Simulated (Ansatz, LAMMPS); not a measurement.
# Structural relaxation of amorphous polyisobutylene (as short chains C22H46), from a frame at 500 K (204 atoms), part 2 of 2

How does amorphous polyisobutylene (as short chains C22H46), from a frame at 500 K (204 atoms) relax, and what do bonds, charges and levels look like afterwards?

Ansatz 0.2.0; Kohn-Sham DFT, PBE+D4, PAW (set soft_2), plane waves.

The cell: 66 C and 138 H. The network of contacts between molecules at the start is that of the classical potential that made the cell. The density was typed from a rule of thumb and may lie off the real one at this temperature. Only the Γ point is sampled, in a cell whose shortest periodic width is 13 Å.

So far. Step 4 (Relaxation): The relaxation changed the energy by -66.6 meV/atom, and atoms moved by 0.60 Å r.m.s., 1.5 Å at most.

## 6. Single point at the relaxed geometry

One more single point at the end of the walk gives the fuller output and checks the residual forces.

File input.yaml:

```yaml
crystal:
  lattice:
    - [12.57579, 0.0, 0.0]
    - [0.0, 12.57579, 0.0]
    - [0.0, 0.0, 12.57579]
  atoms:
    - { symbol: C, position: [0.59436, 0.03676, 0.24905] }
    - { symbol: C, position: [0.62307, 0.99132, 0.14017] }
    - { symbol: C, position: [0.54951, 0.9029, 0.09513] }
    - { symbol: C, position: [0.59095, 0.87354, 0.98403] }
    - { symbol: C, position: [0.56151, 0.80351, 0.16606] }
    - { symbol: C, position: [0.4289, 0.93078, 0.09762] }
    - { symbol: C, position: [0.37232, 0.0139, 0.02407] }
    - { symbol: C, position: [0.43741, 0.11644, 0.01299] }
    - { symbol: C, position: [0.35362, 0.96512, 0.91352] }
    - { symbol: C, position: [0.2647, 0.03334, 0.08319] }
    - { symbol: C, position: [0.16961, 0.10157, 0.04361] }
    - { symbol: C, position: [0.20113, 0.21797, 0.02166] }
    - { symbol: C, position: [0.11739, 0.0581, 0.9419] }
    - { symbol: C, position: [0.08511, 0.10981, 0.13495] }
    - { symbol: C, position: [0.03431, 0.01518, 0.19815] }
    - { symbol: C, position: [0.93593, 0.06433, 0.25238] }
    - { symbol: C, position: [0.99484, 0.92632, 0.12402] }
    - { symbol: C, position: [0.11623, 0.97128, 0.28015] }
    - { symbol: C, position: [0.0868, 0.90906, 0.383] }
    - { symbol: C, position: [0.0455, 0.98276, 0.47152] }
    - { symbol: C, position: [0.1919, 0.86011, 0.42261] }
    - { symbol: C, position: [0.00817, 0.81765, 0.36471] }
    - { symbol: H, position: [0.5884, 0.97462, 0.31026] }
    - { symbol: H, position: [0.65573, 0.09313, 0.27547] }
    - { symbol: H, position: [0.51839, 0.0799, 0.24784] }
    - { symbol: H, position: [0.62868, 0.05694, 0.08277] }
    - { symbol: H, position: [0.70376, 0.95715, 0.14441] }
    - { symbol: H, position: [0.67322, 0.84422, 0.98972] }
    - { symbol: H, position: [0.59161, 0.94205, 0.92986] }
    - { symbol: H, position: [0.5429, 0.81032, 0.94742] }
    - { symbol: H, position: [0.51965, 0.7351, 0.13123] }
    - { symbol: H, position: [0.52861, 0.81628, 0.24598] }
    [... 166 atom lines left out ...]
    - { symbol: H, position: [0.65605, 0.70482, 0.42401] }
    - { symbol: H, position: [0.6803, 0.60838, 0.52444] }
    - { symbol: H, position: [0.56569, 0.59852, 0.44242] }
    - { symbol: H, position: [0.41982, 0.83278, 0.56025] }
    - { symbol: H, position: [0.41433, 0.73142, 0.46232] }
    - { symbol: H, position: [0.50395, 0.83892, 0.44697] }
kpoints:
  mp_grid: { grid: [1, 1, 1] }
hamiltonian:
  xc: pbe
  dispersion: d4
scf:
  occupations: { method: fixed }
output:
  forces: true
  stress: true
  populations: true
  dos:
    method: { smearing: { sigma: 0.15 } }
    de: 0.1
    projected: { site_lists: { C: [C], H: [H] } }
  eigenvalues: true
  write_density: true
  write_potential: true
  volumetric_format: npy
  elf: true
```

On the command line:

```bash
$ ansatz run input.yaml --threads 4 --pin off --max-ram 8192MiB --backend cpu --events-out ev --progress --plain --runs-dir out
```

The job ended after 41 s (4 threads of Arm Neoverse V2, shared host; peak memory 2.5 GiB; 2.6 min of CPU time).

The program notes that the exchange-correlation potential is rough where the density is thin.

Read from the output:

| Quantity | Value |
| --- | --- |
| free energy | -18794.1240 eV |
| free energy per atom | -92.1281 eV/atom |
| SCF cycles | 9 |
| pressure | -0.1381 GPa |
| r.m.s. force component | 0.00769 eV/Å |
| longest force | 0.04299 eV/Å |
| Fermi energy | -2.187 eV |
| gap (highest filled to lowest empty level) | 5.196 eV |
| spilling of the projection | 0.01081 |

Löwdin charges by element (they lack the spilled electrons, 0.021 e an atom on average):

```
element  coordination  atoms  mean charge (e)  spread   least    most
      C           all     66           -0.291   0.218  -0.465  0.0984
      H           all    138            0.171  0.0076   0.153   0.191
```

Density of states as counts of states in windows of 1 eV (from the Fermi level), total and the larger projections:

```
from (eV)  to (eV)  total   C p   H s   C s
      -16      -15    0.0   0.0   0.0   0.0
      -15      -14   12.1   1.3   2.3   8.5
      -14      -13   12.4   2.0   2.1   8.1
      -13      -12    5.5   1.1   0.9   3.4
      -12      -11    6.0   0.8   1.6   3.5
      -11      -10   47.3   8.8  14.8  22.9
      -10       -9   13.0   2.7   3.7   6.4
       -9       -8    5.7   1.5   1.8   2.4
       -8       -7    9.1   4.4   1.9   2.8
       -7       -6   19.4   9.6   4.9   4.6
       -6       -5   10.3   7.0   2.6   0.5
       -5       -4   47.8  33.6  12.3   1.1
       -4       -3   47.0  31.5  14.2   0.8
       -3       -2   67.8  42.2  24.5   0.5
       -2       -1   59.9  41.0  17.9   0.7
       -1        0   37.2  27.8   8.5   0.7
        0        1    1.5   1.2   0.3   0.0
        1        4    0.0   0.0   0.0   0.0
        4        5    0.2   0.0   0.1   0.0
```

With fixed occupations the program's Fermi level is the highest filled level; weight inside the gap is the broadening of levels at its edges.

The levels nearest the highest filled one (over half full), pooled over k-points and spins:

```
level less the highest filled one (eV)  occupation
                                -0.345           2
                                -0.278           2
                                -0.214           2
                               -0.0727           2
                               -0.0224           2
                                     0           2
                                  5.20           0
                                  5.88           0
                                  6.01           0
                                  6.05           0
                                  6.12           0
                                  6.14           0
```

Electrostatic potential energy in the ac plane at fractional y = 0.101, with atoms of C and H within 0.2 Å of it. With pseudopotentials it is smooth inside the atoms' cores, unlike the true potential.

Ten even steps from '0' (-35 eV) to '9' (4 eV), each cell a mean:
```
966634799999998547228999999999999999
812624799999999999889999999999999999
999987479999999999999999999999999999
999998789999999999999999999999999999
999999999999999967999725999899999999
999999999999999846999744466279999999
999999999999999999999983036589999999
999999999999999999999976578999999999
999999999878756889999700179999999999
999999999604100689988600066775799999
999999999988422799988876740032699999
999999999999877999999999852268999999
999999999999999999999999951699999999
999999999999999999999999975899999999
999999999999999999999999999999999999
999999999999999999999999999999999988
999999999999999999989885489999998624
899999999999999999548774389999997104
888889999999999999878889999999953547
984238999977999999999999999999953889
970006899878999999999999999999999999
984345357778999989999988999999999999
999970005889986214899999999999999999
999973137999985000569999999999999999
```
Columns run along a (12.6 Å; values clipped at the 3rd and 97th percentile), rows up along c (12.6 Å). Atoms in or near the plane, at fractional coordinates: C at (0.44, 0.01), C at (0.17, 0.04), C at (0.09, 0.13), H at (0.66, 0.28), H at (0.51, 0.97), H at (0.04, 0.93), H at (0.88, 0.19), C at (0.64, 0.61), H at (0.28, 0.59), H at (0.81, 0.56), H at (0.72, 0.45), H at (0.75, 0.74), H at (0.61, 0.78).

Valence density in the ac plane at fractional y = 0.101, with atoms of C and H within 0.2 Å of it. It is the smooth field of the valence electrons, not physical close to the nuclei.

Values in e/Å³, 13 rows by 16 columns, each cell a mean:
```
0.5 1.0 0.9 0.3 0.0 0.1 0.4 0.6 0.7 0.1 0.0 0.0 0.0 0.0 0.0 0.0
0.2 0.3 0.6 0.3 0.0 0.0 0.0 0.0 0.0 0.0 0.0 0.0 0.0 0.0 0.0 0.0
0.0 0.0 0.1 0.0 0.0 0.0 0.1 0.4 0.1 0.4 0.8 0.4 0.2 0.0 0.0 0.0
0.0 0.0 0.0 0.0 0.0 0.0 0.2 0.3 0.1 0.3 1.1 1.0 0.5 0.0 0.0 0.0
0.0 0.0 0.0 0.0 0.3 0.5 0.6 0.2 0.1 0.6 1.4 0.6 0.1 0.1 0.0 0.0
0.0 0.0 0.0 0.0 0.6 1.2 1.2 0.3 0.3 0.7 1.1 1.2 1.2 0.6 0.0 0.0
0.1 0.1 0.1 0.0 0.1 0.2 0.3 0.1 0.2 0.2 0.2 1.1 0.7 0.1 0.0 0.0
0.0 0.0 0.0 0.0 0.1 0.1 0.1 0.0 0.0 0.0 0.0 0.3 0.1 0.0 0.0 0.0
0.1 0.0 0.1 0.1 0.0 0.1 0.1 0.0 0.1 0.1 0.2 0.1 0.0 0.0 0.2 0.6
0.3 0.1 0.1 0.0 0.0 0.0 0.0 0.1 0.6 0.6 0.8 0.2 0.0 0.1 0.8 1.2
0.5 1.1 0.5 0.1 0.3 0.1 0.0 0.0 0.1 0.2 0.1 0.0 0.0 0.2 0.8 0.4
0.6 1.3 1.2 0.7 0.5 0.2 0.2 0.4 0.1 0.1 0.2 0.0 0.0 0.0 0.0 0.1
0.1 0.4 1.3 1.1 0.3 0.2 1.0 1.5 0.6 0.1 0.1 0.0 0.0 0.0 0.0 0.0
```
Columns run along a (12.6 Å), rows up along c (12.6 Å). Atoms in or near the plane, at fractional coordinates: C at (0.44, 0.01), C at (0.17, 0.04), C at (0.09, 0.13), H at (0.66, 0.28), H at (0.51, 0.97), H at (0.04, 0.93), H at (0.88, 0.19), C at (0.64, 0.61), H at (0.28, 0.59), H at (0.81, 0.56), H at (0.72, 0.45), H at (0.75, 0.74), H at (0.61, 0.78).

Mean Löwdin charges: C -0.29, H +0.17 e (they miss 1.1 % of the electrons, so they add up to more than the cell's charge). The largest share in the top eV of filled states is C p (75 % of the projected weight), and in the lowest eV of empty states H s (58 % of the projected weight).

Local excerpt of 12 atoms (numbers count through the whole input) about C80, picked at random; x, y, z are measured from there.

```
atom      x      y      z  distance (Å)  bonds  Löwdin charge (e)
 C80   0.00   0.00   0.00          0.00      4              -0.46
H112  -0.30  -0.42  -0.97          1.10      1               0.18
H114  -0.27   1.07  -0.01          1.10      1               0.17
H113  -0.61  -0.49   0.77          1.10      1               0.18
 C79   1.50  -0.22   0.28          1.54      4               0.09
 C81   1.80  -1.72   0.07          2.49      4              -0.45
 C82   1.85   0.06   1.77          2.56      4              -0.28
 C78   2.42   0.68  -0.60          2.58      4              -0.28
H122  -0.72   1.50   2.13          2.70      1               0.18
H111   2.06   1.71  -0.47          2.72      1               0.16
H115   1.54  -2.05  -0.94          2.73      1               0.17
H116   1.21  -2.33   0.77          2.73      1               0.18
```

The column of bonds counts only the pairs H-C within 1.34 Å, C-C within 1.85 Å; other neighbours, such as metal atoms beside each other in a compound, aren't counted, and periodic images can show an atom twice.

## 7. A changed input

A doubtful change is made on purpose, to see how the program answers.

The cell differs from the one that the last finished run ended in (a 12.576 → 23.765 Å, b 12.576 → 23.765 Å, c 12.576 → 23.765 Å).

input.yaml, the sections that differ from step 6:

```yaml
crystal:
  lattice:
    - [23.76479859, 0.0, 0.0]
    - [0.0, 23.76479859, 0.0]
    - [0.0, 0.0, 23.76479859]
  atoms:
    [... the 204 atom lines of step 3 ...]
scf:
  occupations: { method: fixed }
  max_iter: 100
output:
  forces: true
# kpoints, hamiltonian: as in step 6
```

Run time: 2 min. Hardware: 4 threads; peak memory 6.4 GiB; 7.7 min of CPU time.

Residual by cycle:

cycle, log10 residual and a bar from the least value:
```
        1        1.6 ########
        2        3.2 ##############################
        3        1.4 ######
        4        1.1 #
        5        1.0 
        6        1.2 ###
```

The run was cut off at its time limit.

After 6 cycles the residual stands at 16.

The change made on purpose: crystal.lattice.

## 8. What came out

* energy change in the relaxation: -66.58 meV/atom
* r.m.s. displacement: 0.605 Å
* largest displacement: 1.458 Å
* free energy per atom: -92.1281 eV/atom
* pressure: -0.1381 GPa
* r.m.s. force component: 0.00769 eV/Å
* gap (highest filled to lowest empty level): 5.196 eV
* wall time of the 4 DFT runs: 7.3 min

**Reading.** Relaxation lowers the energy by 66.6 meV/atom and moves atoms by 0.60 Å r.m.s.; the r.m.s. force component goes from 1.1 to 0.0077 eV/Å, the pressure goes from 2.5 to -0.14 GPa, and the gap from 4.54 to 5.20 eV. By the final cutoffs no bond was broken or made. From the first step to the last the energy fell by 13.582 eV, and the largest move was 1.46 Å (H160). The H-C bonds change most in mean length: from 1.092 Å (spread 0.037) to 1.099 Å (spread 0.002). With the cutoffs above, all C atoms have 4 and all H atoms have 1 bonded neighbour. Between filled and empty levels lie 5.20 eV (at Γ alone); a semilocal functional tends to put such gaps too low. In a disordered cell it changes from sample to sample, and tail or defect levels can set it.

**Limits.** The network of contacts between molecules at the start is that of the classical potential that made the cell; in DFT atoms moved by 0.60 Å r.m.s.

[Logs are printed without paths, hosts, clocks, repeated set-up lines and the standing remarks that a program may print on its own settings, such as how far it seeks lower states.]

[Hosts, paths, dates, database ids (printed as entryN), source tags and the programs' standing remarks are cut or masked in the printed files.]
